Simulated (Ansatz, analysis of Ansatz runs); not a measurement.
# F+ centre in corundum: optical absorption band against experiment, part 2 of 2

How near does this set-up come to the measured optical absorption band? Subject: F+ centre in corundum. Set-up: PBE0 on PBE structures, 80-site cell, PBE lattice, 420 eV, k: the zone centre alone. The model is a cell of 80 host atoms with 1 O taken out. The excitation energy is a difference of total energies with one electron moved up within one spin channel. Exact exchange opens the gap, stiffens bonds and lessens the self-interaction error, at many times the cost.

Ansatz 0.2.0; PBE0 on PBE structures, 80-site cell, PBE lattice, 420 eV, k: the zone centre alone.

So far: Set-up; Relaxation, charge +1.

### 3. Ground state

Both spins' levels are needed to pick the two between which the electron moves, so the ground state is solved with empty bands.

This step: plane-wave PAW DFT, PBE0; single point of a defect supercell on the structure relaxed with PBE.

ground/input.yaml

```yaml
crystal:
  lattice:
    - [4.80871308, 2.77631179, 8.74900354]
    - [-4.80871308, 2.77631179, 8.74900354]
    - [0.0, -5.55262359, 8.74900354]
  atoms:
    - { symbol: Al, position: [0.175013916, 0.177893923, 0.174916498] }
    - { symbol: Al, position: [0.073770728, 0.074436747, 0.072118343] }
[... 5 atom lines left out ...]
    - { symbol: O, position: [0.22571801, 0.020440954, 0.377875155] }
[... 6 atom lines left out ...]
    - { symbol: O, position: [0.278195453, 0.474253097, 0.625236161] }
[... 7 atom lines left out ...]
    - { symbol: Al, position: [0.319858326, 0.830214711, 0.313886227] }
    - { symbol: Al, position: [0.430141674, 0.936113773, 0.419785289] }
[... 1 atom line left out ...]
    - { symbol: O, position: [0.127268204, 0.777374285, 0.472790405] }
    - { symbol: O, position: [0.469154886, 0.626955918, 0.283388368] }
[... 3 atom lines left out ...]
    - { symbol: Al, position: [0.163499839, 0.672135799, 0.684427603] }
[... 3 atom lines left out ...]
    - { symbol: O, position: [0.280845114, 0.966611632, 0.623044082] }
[... 1 atom line left out ...]
    - { symbol: O, position: [0.471804547, 0.624763839, 0.775746903] }
[... 27 atom lines left out ...]
    - { symbol: O, position: [0.622731796, 0.777209595, 0.472625715] }
[... 3 atom lines left out ...]
    - { symbol: O, position: [0.52428199, 0.872124845, 0.229559046] }
[... 1 atom line left out ...]
    - { symbol: Al, position: [0.586500161, 0.565572397, 0.577864201] }
[... 7 atom lines left out ...]
    - { symbol: O, position: [0.528239093, 0.875335109, 0.721055766] }
total_charge: 1
basis:
  ecutwfc: 420
  xc_grid: 2
hamiltonian:
  xc: pbe0
kpoints:
  mp_grid: { grid: [1, 1, 1] }
magnetization:
  spin_polarized: true
  initial_magnetization: 1
  spin_locking: { lock_magnetization: hard }
scf:
  occupations: { method: fermi_dirac, width: 0.01 }
  max_iter: 120
  n_extra_bands: 20
  lower_state_search: "off"
output:
  forces: true
  eigenvalues: true
checkpoint:
  read: "../relax.run"
  write: "../ground.run"
  compress: false
  write_wavefunctions: true
  write_every: 100000
```

On the command line:

```sh
ansatz run input.yaml --threads 2 --pin off --max-ram 3768MiB --backend cpu --events-out ev --progress --plain --runs-dir out
```

Numbers of over 12 decimals in the logs are rounded to 6 here.

The log of the run:

```text
[...]
Warning: the band count 209 (scf.n_extra_bands) hosts the net moment |M| = 1.0000 μB (N_el = 377) but caps the reachable moment at 2·n_bands − N_el = 41.0000 μB, below the 268 bands that the automatic rule leaves for it — a moment growing past the seed, or [...]
Warning: checkpoint.read: hamiltonian.xc differs: saved pbe, current pbe0; the SCF iterates under this deck's functional from the saved state
[...]
Crystal: 79 atoms, lattice volume = 700.821 Å³
Basis set: ecut = 420 eV, 13757 PW (Γ), exchange–correlation on 144×144×144 points (8 copies of the dense FFT grid, shifted against one another)
Bands: 209, of which v1, the nominal top of the filled ones, is band 189 counted from 1 (188 counted from 0)
Symmetry: 2 space group operations
[...]
k-points: 1
[...]
Starting moments: Σ|m| = 1 μB on 79 of 79 sites; this step starts from the density that it was given
[...]
Fermi energy:    10.138987 (↑ 11.426925, ↓ 8.653584) eV
[...]
--- Forces (eV/Å), atoms counted from 1 ---
  atom   1  Al    -0.01940166     0.01975004    -0.04417036
  atom   2  Al     0.00251043     0.00149519     0.03313083
  [... 5 atoms left out ...]
  atom   8  O      0.05625761     0.01250564    -0.00691560
  [... 14 atoms left out ...]
  atom  23  Al    -0.06224988     0.12061473    -0.07527580
  atom  24  Al    -0.07333048     0.11421734     0.07527580
  [... 1 atom left out ...]
  atom  26  O      0.02950698    -0.02904923     0.02482409
  atom  27  O     -0.00348331     0.04749290    -0.00973380
  [... 3 atoms left out ...]
  atom  31  Al    -0.08826818    -0.19663865    -0.15677027
  [... 3 atoms left out ...]
  atom  35  O     -0.03938840     0.02676309     0.00973380
  [... 29 atoms left out ...]
  atom  65  O      0.01040388    -0.04007841    -0.02482409
  [... 3 atoms left out ...]
  atom  69  O     -0.03895901    -0.04246770     0.00691560
  [... 1 atom left out ...]
  atom  71  Al     0.21442815    -0.02187684     0.15677027
  [... 8 atoms left out ...]
  max |Σ_I F_I| component: 1.19e-5 eV/Å
--- Band table (eV) ---
[...]
[key lines of the parts left out:]
Magnetization: 1.0000 μB (189.0000 up, 188.0000 down)
Free energy (F): -44015.236702 eV
```

Wall time 6.9 min (2 threads of Arm Neoverse V1, shared host); peak memory 1.9 GiB.

The column dr2 measures how far the density is from self-consistency, as an energy; F and HF (Harris–Foulkes) agree once it is small.

This step gave:

* free energy: -44015.2367 eV
* total moment: 1 μB
* integral of the absolute spin density: 1.058 μB
* spin contamination: 0.001513

### 4. Ground state at the level of the structure

The ground state is solved at the level of the structure too, which shows how far its levels are spread.

This step: plane-wave PAW DFT, PBE; single point of a defect supercell.

ground_geo/input.yaml, as its differences from ground/input.yaml of step 3:

```diff
@@ -37,3 +37,3 @@
 hamiltonian:
-  xc: pbe0
+  xc: pbe
 kpoints:
@@ -52,5 +52,6 @@
   eigenvalues: true
+  eigenstates: { localisation: true }
 checkpoint:
   read: "../relax.run"
-  write: "../ground.run"
+  write: "../ground_geo.run"
   compress: false
```

The log of the run:

```text
[...]
Crystal: 79 atoms, lattice volume = 700.821 Å³
Basis set: ecut = 420 eV, 13757 PW (Γ), exchange–correlation on 144×144×144 points (8 copies of the dense FFT grid, shifted against one another)
Bands: 209, of which v1, the nominal top of the filled ones, is band 189 counted from 1 (188 counted from 0)
Symmetry: 2 space group operations
[...]
k-points: 1
[...]
SCF iter   1: F=—  HF=-43995.136251 eV  |F-HF|=—  |Δ(HF+E_count)|=         —  Δρ=1.10e-6 (↑1.07e-6 ↓1.10e-6)  dr2=2.28e-8  dr2_m=7.40e-11  M=1.000 μB ∫|m|=1.041 μB  β_m=0.30  ethr=1.90e-11  ⟨swp⟩=5.0  Hψ=1147  notcnv=0
[...]
SCF iter   2: F=-43995.136251 eV  HF=-43995.136251 eV  |F-HF|=7.06e-10  |Δ(HF+E_count)|=   2.13e-9  Δρ=5.75e-7 (↑5.57e-7 ↓5.75e-7)  dr2=6.82e-9  dr2_m=4.71e-11  M=1.000 μB ∫|m|=1.041 μB  ethr=6.06e-12  ⟨swp⟩=2.0  Hψ=803  notcnv=0
[...]
--- Forces (eV/Å), atoms counted from 1 ---
  atom   1  Al     0.00092573     0.00058500     0.00002428
  atom   2  Al    -0.00094510    -0.00031536     0.00036167
  [... 5 atoms left out ...]
  atom   8  O     -0.00041465    -0.00013559     0.00047379
  [... 14 atoms left out ...]
  atom  23  Al     0.00097814    -0.00082788     0.00082985
  atom  24  Al     0.00022789    -0.00126103    -0.00082985
  [... 1 atom left out ...]
  atom  26  O     -0.00047261    -0.00073388     0.00049856
  atom  27  O      0.00102989    -0.00073633    -0.00119353
  [... 3 atoms left out ...]
  atom  31  Al    -0.00037525     0.00062296     0.00003411
  [... 3 atoms left out ...]
  atom  35  O      0.00012274    -0.00126008     0.00119353
  [... 29 atoms left out ...]
  atom  65  O      0.00087186     0.00004235    -0.00049856
  [... 3 atoms left out ...]
  atom  69  O      0.00032475     0.00029131    -0.00047379
  [... 1 atom left out ...]
  atom  71  Al    -0.00035187     0.00063645    -0.00003411
  [... 8 atoms left out ...]
  max |Σ_I F_I| component: 2.55e-5 eV/Å
--- Band table (eV) ---
[...]
[key lines of the parts left out:]
SCF converged after 2 iterations
Magnetization: 1.0000 μB (189.0000 up, 188.0000 down)
Free energy (F): -43995.136251 eV
Fermi energy:    10.331064 (↑ 11.488344, ↓ 9.153738) eV
```

Wall time 13 s (2 threads); peak memory 1.1 GiB.

Read from the output:

```
free energy                           : -43995.1363 eV
total moment                          : 1 μB
integral of the absolute spin density : 1.045 μB
spin contamination                    : 0.002281
```

States next to the filling edge at the first k-point, on the run's own zero (eigenstates.tsv). The participation number counts the atoms that a state is spread over, of 79; bands count from 0.

```csv
spin,band,energy (eV),occupation,participation,largest share on,share
down,182,7.025,1.00,29.4,O16,0.07
down,183,7.036,1.00,25.3,O9,0.09
down,184,7.042,1.00,24.1,O18,0.09
down,185,7.188,1.00,44.7,O20,0.03
down,186,7.190,1.00,46.5,O18,0.04
down,187,7.231,1.00,45.2,O58,0.04
down,188,11.077,0.00,12.0,Al31,0.17
down,189,13.522,0.00,75.7,Al31,0.02
down,190,14.709,0.00,10.6,Al31,0.19
down,191,15.094,0.00,15.1,Al23,0.12
down,192,15.351,0.00,34.1,O27,0.06
up,183,7.032,1.00,24.3,O5,0.09
up,184,7.038,1.00,24.4,O18,0.09
up,185,7.183,1.00,44.2,O20,0.03
up,186,7.185,1.00,45.6,O18,0.04
up,187,7.227,1.00,44.6,O58,0.04
up,188,9.586,1.00,10.5,Al31,0.18
up,189,13.391,0.00,78.3,O48,0.01
up,190,13.941,0.00,8.0,Al31,0.23
up,191,14.478,0.00,12.3,Al23,0.14
up,192,14.985,0.00,20.7,Al23,0.10
up,193,15.696,0.00,61.9,O58,0.03
```

Under PBE at the zone centre alone, the highest filled state is spin up, spread over 10 of 79 atoms, and the lowest empty one, 1.49 eV above it, is spin down, spread over 12 of 79 atoms.

The atoms' spheres hold 0.26 of the 1 μB, none over 0.03 μB.

### 5. Excited state at the ground state's structure

One electron is moved to the upper level and held there by its overlap; at the ground state's structure the energy difference is the vertical absorption.

This step: plane-wave PAW DFT, PBE0; single point of a defect supercell on the structure relaxed with PBE.

excited/input.yaml, as its differences from ground_geo/input.yaml of step 4:

```diff
@@ -37,3 +37,3 @@
 hamiltonian:
-  xc: pbe
+  xc: pbe0
 kpoints:
@@ -45,4 +45,9 @@
 scf:
-  occupations: { method: fermi_dirac, width: 0.01 }
-  max_iter: 120
+  occupations:
+    method: fermi_dirac
+    width: 0.01
+    excite:
+      from: { channel: up, k: 0, band: v1, track: overlap }
+      to: { channel: up, k: 0, band: c1, track: overlap }
+  max_iter: 150
   n_extra_bands: 20
@@ -51,7 +56,5 @@
   forces: true
-  eigenvalues: true
-  eigenstates: { localisation: true }
 checkpoint:
-  read: "../relax.run"
-  write: "../ground_geo.run"
+  read: "../ground.run"
+  write: "../excited.run"
   compress: false
```

The log of the run:

```text
[...]
Warning: checkpoint.read: where the exact-exchange loop starts from the saved orbitals it accepts no state on its first cycle, because this run fills its levels by another recipe than the state's run did (scf.occupations, or the total moment that [...]
[...]
Crystal: 79 atoms, lattice volume = 700.821 Å³
Basis set: ecut = 420 eV, 13757 PW (Γ), exchange–correlation on 144×144×144 points (8 copies of the dense FFT grid, shifted against one another)
Bands: 209, of which v1, the nominal top of the filled ones, is band 189 counted from 1 (188 counted from 0)
Symmetry: 2 space group operations
[...]
k-points: 1
Excitation: hole v1 ↑ at k 0, (0, 0, 0); particle c1 ↑ at k 0, (0, 0, 0); 1.000000e0 electrons a cell; the bands as a deck names them, k counted from 0 among the points solved; in brackets its point in fractional reciprocal coordinates
[...]
[... 5 atoms left out ...]
  atom   8  O      1.21556226    -0.76429783     0.10305898
  [... 14 atoms left out ...]
  atom  23  Al    -0.97433475     1.91332287    -1.83126386
  atom  24  Al    -1.16981883     1.80046008     1.83126386
  [... 1 atom left out ...]
  atom  26  O      0.89897958     0.07913719     1.19670973
  atom  27  O     -0.42276142    -0.51863054     0.81645510
  [... 3 atoms left out ...]
  atom  31  Al    -1.34560367    -2.64368709    -1.63138945
  [... 3 atoms left out ...]
  atom  35  O      0.66052794     0.10680686    -0.81645510
  [... 29 atoms left out ...]
  atom  65  O     -0.51802461    -0.73897056    -1.19670973
  [... 3 atoms left out ...]
  atom  69  O      0.05412021    -1.43485671    -0.10305898
  [... 1 atom left out ...]
  atom  71  Al     2.96230201    -0.15651658     1.63138945
  [... 8 atoms left out ...]
  max |Σ_I F_I| component: 1.41e-5 eV/Å
--- Band table (eV) ---
[...]
guard bands above this table: 18 of the run's 209 bands, where the rule asks 19: the bands that hold charge and the lowest empty level above them stay in the table. [...]
[key lines of the parts left out:]
Converged-ψ floor refinement (derivative, response, wavefunction or occupation consumer): ⟨swp⟩=4.5  Hψ=1439  notcnv=0
Magnetization: 1.0000 μB (189.0000 up, 188.0000 down)
Free energy (F): -44010.225947 eV
Fermi energy:    7.632075 (↑ 9.885874, ↓ 7.630584) eV  (of the remaining states, beside the excitation)
```

The job ended after 12 min (2 threads; peak memory 2 GiB).

This step gave:

```yaml
free_energy: -44010.2259 eV
total_moment: 1 μB
integral_of_the_absolute_spin_density: 1.060 μB
spin_contamination: 5.07e-4
```

### 6. Outcome

The level that takes the electron spreads over a large part of the cell (78 of 79 atoms): it is diffuse or a band state, and this cell can't show whether it is bound to the centre. For the record: Vertical absorption energy: computed 5.01 eV, measured 4.8 eV (lower of two bands); 0.21 eV above the measurement.

[Logs are printed without paths, hosts, clocks, repeated set-up lines and the standing remarks that a program may print on its own settings, such as how far it seeks lower states.]

[Hosts, paths, dates, database ids (printed as entryN), source tags and the programs' standing remarks are cut or masked in the printed files.]

[For some hosts the program warned that the k-mesh of the response run may be too coarse for force constants and the static dielectric constant; such warnings are not shown here.]
